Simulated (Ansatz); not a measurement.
# k-point convergence of GW for GaN (P6_3mc)

Aim: the G0W0 gap of GaN (P6_3mc) on a series of meshes, at fixed bands and cutoff.

Method: G0W0 on PBE, plane waves, PAW; PAW set soft_1, in Ansatz 0.2.0.

The raw output is cut from this account; settings, times and results stay.

The database entry behind the starting cell has ideal inner coordinates that were not refined, so it need not match the best structure at room temperature.

### 1. The structure

It takes space group P6_3mc (No. 186, hexagonal). The conventional cell has a = 3.190 Å, b = 3.190 Å, c = 5.189 Å, α = 90.00°, β = 90.00°, γ = 120.00°. Ga has 4 N at 1.95 Å nearest. N has 4 Ga at 1.95 Å nearest. Farther neighbours, and contacts between anions beyond the nearest, are not listed.

The cell and positions come from the Crystallography Open Database and are kept as given unless a step says otherwise.

### 2. The 6×6×2 mesh

Now the one-shot GW correction: screening in the RPA, then the self-energy of the levels asked for. This step takes PAW set soft_1 files.

input.yaml reads:

```yaml
crystal:
  lattice:
    - [3.19, 0.0, 0.0]
    - [-1.595, 2.7626210381, 0.0]
    - [0.0, 0.0, 5.189]
  atoms:
    - { symbol: Ga, position: [0.6666666667, 0.3333333333, 0.0] }
    - { symbol: Ga, position: [0.3333333333, 0.6666666667, 0.5] }
    - { symbol: "N", position: [0.6666666667, 0.3333333333, 0.375] }
    - { symbol: "N", position: [0.3333333333, 0.6666666667, 0.875] }
kpoints:
  mp_grid: { grid: [6, 6, 2] }
hamiltonian:
  xc: pbe
  pseudopotentials: { kind: paw, azcp: { folder: soft_1 } }
scf:
  occupations: { method: fixed }
gw:
  n_empty_bands: 103
  ecut_chi: 100
  qp_bands: [v2, c2]
  qp_kpoints: band_edges
  screening: { model: contour_deformation }
```

Launch:

```
ansatz run input.yaml --threads 3 --pin off --max-ram 92160MiB --backend cuda --events-out ev --progress --plain --runs-dir out --devices 1 --max-vram 13GiB
```

Run time: 9.6 s. Hardware: 1 × NVIDIA H100 80GB HBM3 (shared by 6 runs) with 3 threads of AMD EPYC 7R13 (Zen 3), shared host; peak memory 1.1 GiB; 9.2 s of CPU time.

Numbers from this step:

```yaml
bands_summed: 121
rpa_eps_infinity_on_this_mesh_eigenvalues: 6.471, 6.471, 6.578
plane_waves_in_the_screening_matrix: 99
q_points_in_the_mesh: 72
g0w0_gap_on_the_mesh: 2.959 eV
k_of_the_valence_top: 0, 0, 0
k_of_the_conduction_bottom: 0, 0, 0
starting_gap_on_the_mesh: 1.891 eV
z_at_the_valence_top: 0.7673
z_at_the_conduction_bottom: 0.7996
least_direct_g0w0_gap_on_the_computed_points: 2.959 eV
```

The gap on the mesh goes from 1.89 eV to 2.96 eV, a correction of +1.07 eV. Between the two edge states, bare exchange in place of the xc potential would open the gap by 7.88 eV, and correlation takes back 6.81 eV.

### 3. The 6×6×4 mesh

Only the mesh changes. It samples the long-range screening, which converges on its own terms.

Edit input.yaml of step 2 so:

```diff
@@ -11,3 +11,3 @@
 kpoints:
-  mp_grid: { grid: [6, 6, 2] }
+  mp_grid: { grid: [6, 6, 4] }
 hamiltonian:
```

It took 16 s on 1 × NVIDIA H100 80GB HBM3 (shared by 6 runs) with 3 threads; peak memory 1.1 GiB; 18 s of CPU time.

Read from the output:

- bands summed: 121
- RPA ε∞ on this mesh (eigenvalues): 5.999, 6.042, 6.042
- plane waves in the screening matrix: 99
- q-points in the mesh: 144
- G0W0 gap on the mesh: 2.994 eV
- k of the valence top: 0, 0, 0
- k of the conduction bottom: 0, 0, 0
- starting gap on the mesh: 1.890 eV
- Z at the valence top: 0.7720
- Z at the conduction bottom: 0.8061
- least direct G0W0 gap on the computed points: 2.994 eV

Against the run with 6×6×2 mesh, 103 empty bands, screening to 100 eV, PAW set soft_1 files, the gap moves by +0.04 eV.

### 4. The 9×9×4 mesh

Edit input.yaml of step 3 so:

```diff
@@ -11,3 +11,3 @@
 kpoints:
-  mp_grid: { grid: [6, 6, 4] }
+  mp_grid: { grid: [9, 9, 4] }
 hamiltonian:
```

Elapsed: 35 s, on 1 × NVIDIA H100 80GB HBM3 (shared by 6 runs) with 3 threads; peak memory 1.2 GiB.

This step gave:

- bands summed: 121
- RPA ε∞ on this mesh (eigenvalues): 5.643, 5.643, 5.833
- plane waves in the screening matrix: 99
- G0W0 gap on the mesh: 2.996 eV
- k of the valence top: 0, 0, 0
- k of the conduction bottom: 0, 0, 0
- starting gap on the mesh: 1.891 eV
- least direct G0W0 gap on the computed points: 2.996 eV

Against the run with 6×6×4 mesh, 103 empty bands, screening to 100 eV, PAW set soft_1 files, the gap moves by +0.002 eV.

### 5. The 12×12×6 mesh

Edit input.yaml of step 4 so:

```diff
@@ -11,3 +11,3 @@
 kpoints:
-  mp_grid: { grid: [9, 9, 4] }
+  mp_grid: { grid: [12, 12, 6] }
 hamiltonian:
```

The job ended after 3.8 min (1 × NVIDIA H100 80GB HBM3 (shared by 6 runs) with 3 threads; peak memory 1.5 GiB).

This step gave:

| Property | Result |
| --- | --- |
| bands summed | 121 |
| RPA ε∞ on this mesh (eigenvalues) | 5.552, 5.552, 5.715 |
| plane waves in the screening matrix | 99 |
| G0W0 gap on the mesh | 2.994 eV |
| k of the valence top | 0, 0, 0 |
| k of the conduction bottom | 0, 0, 0 |
| starting gap on the mesh | 1.891 eV |
| least direct G0W0 gap on the computed points | 2.994 eV |

Against the run with 9×9×4 mesh, 103 empty bands, screening to 100 eV, PAW set soft_1 files, the gap moves by −0.002 eV.

### 6. The meshes together

Times are wall times on 1 × NVIDIA H100 80GB HBM3 (shared by 6 runs) with 3 threads of AMD EPYC 7R13 (Zen 3), shared host, good to a factor of about two.

| mesh | points | irreducible | start (eV) | G0W0 (eV) | shift (eV) | RPA ε∞ (mean) | time |
| --- | --- | --- | --- | --- | --- | --- | --- |
| 6×6×2 | 72 | 14 | 1.891 | 2.959 | +1.067 | 6.51 | 9.6 s |
| 6×6×4 | 144 | 21 | 1.890 | 2.994 | +1.104 | 6.03 | 16 s |
| 9×9×4 | 324 | 36 | 1.891 | 2.996 | +1.104 | 5.71 | 35 s |
| 12×12×6 | 864 | 76 | 1.891 | 2.994 | +1.103 | 5.61 | 3.8 min |

### 7. Outcome

```yaml
6x6x2: 2.959 eV (shift +1.067)
6x6x4: 2.994 eV (shift +1.104)
9x9x4: 2.996 eV (shift +1.104)
12x12x6: 2.994 eV (shift +1.103)
settings: PBE start, 103 empty bands, 100 eV
```

In words: The shift is +1.07 eV on 6×6×2 and +1.10 eV on 12×12×6; the last step moves it by −0.002 eV. The RPA ε∞ (mean) ranges from 5.61 to 6.51 and ends at 5.61; the coarsest mesh overstates it. From 72 to 864 points the time grows 24-fold. Bands and cutoff are modest here, so the values stand short of the basis limit. The many-body steps are scalar-relativistic: spin-orbit coupling is not in them.

[Long decimals in the printed logs are rounded to 6 places.]

[Logs are printed without paths, hosts, clocks, repeated set-up lines and the standing remarks that a program may print on its own settings, such as how far it seeks lower states.]

[Paths, hosts, dates, memory and timing lines, banners, echoed tables and standing remarks are left out of the program output; an Ansatz launch command may be rebuilt from the run's recorded settings. Measured values are a selection of at most five: reports struck by readers or far from the other reports are left out. None is set beside runs whose start may be inverted or whose files or cutoffs have a known fault.]

[Runs of the session that timed out or met a known fault of the program may be left out.]

[Cells called generated may have been cut or substituted from an entry of the Crystallography Open Database or the Materials Project.]

[Hosts, paths, dates, database ids (printed as entryN), source tags and the programs' standing remarks are cut or masked in the printed files.]

[Where the starting crystal was built by hand or by swapping elements, it need not be the compound's stable phase.]
